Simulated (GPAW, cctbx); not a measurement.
## By hand: from a DFT structure factor to an extinction distance in ZrPb2

ZrPb2, P6_222 (no. 180), a = 5.7799 Å, b = 5.7799 Å, c = 7.9006 Å, α = 90.00°, β = 90.00°, γ = 120.00°.

```csv
atom,mult.,x,y,z
Pb1,6,0.3434,0.1717,1/6
Zr1,3,0,1/2,1/6
```

The start was made by putting kin elements into a known structure type; the compound need not exist, or be stable, in this form.

A DFT run (GPAW, PBE, 450 eV, 5×5×3 k-points (along the axes of the calculation cell), Fermi–Dirac width 0.1 eV) gives the static X-ray structure factor of 101 as 85.256 e for the conventional cell; superposed free atoms give 85.405 e. **Problem.** Find the Fourier component V of the crystal potential and the two-beam extinction distance at 80 kV in both cases.

**1. Geometry**

The cell volume is Ω = 228.58 Å³ and d(101) = 4.2283 Å, so g = 1/d = 0.2365 Å⁻¹.

**2. The nuclei**

Electrons feel nuclei as well as electrons, so the nuclear charges are summed with the same phases.

Phase sums Σ exp(2πi h·x), turned so that the total is real and positive: Pb +2.052, Zr -2.000. Then F_Z = 82 × (+2.052) + 40 × (-2.000) = 88.28 e. The electron term has the same sign for this reflection.

**3. Mott–Bethe**

Poisson's equation, term by term, gives V = (e/4πε₀)(F_Z − F)/(πΩg²), with e/4πε₀ = 14.3996 V Å.

The prefactor is 14.3996 × 4.2283²/(π × 228.58) = 0.35851 V per electron. Free atoms: (88.28 − 85.405) × 0.35851 = 1.029 V. Crystal: (88.28 − 85.256) × 0.35851 = 1.082 V. F changes by -0.17 % and V by +5.2 %: the same 0.15 e is measured against F_Z − F = 2.9 e in place of F = 85.4 e.

**4. Extinction distance**

In the two-beam case ξ = 1/(λU) with U = 2γm₀eV/h², that is ξ = 150.41 V Å²/(γλV).

At 80 kV, λ = 0.04176 Å and γ = 1.1566. Free atoms: ξ = 3027 Å. Crystal: ξ = 2877 Å. The thickness fringes go as sin²(πt/ξ), so the two patterns slip by a quarter of a period when t|1/ξ₁ − 1/ξ₀| = 1/4, at t ≈ 1458 nm, thicker than usual samples. Thermal motion, absorption and many-beam coupling, left out here, change a real pattern.

**5. Answer**

V(101) is 1.08 V against 1.03 V, and ξ is 2877 against 3027 Å. Limits: static atoms, two beams.

[Outputs are excerpts: Python notices, other lines and further rows are left out; steps that failed or that the build refused (PBEsol, TPSS) are not shown.]

[Logs are printed without paths, hosts, clocks, repeated set-up lines and the standing remarks that a program may print on its own settings, such as how far it seeks lower states.]
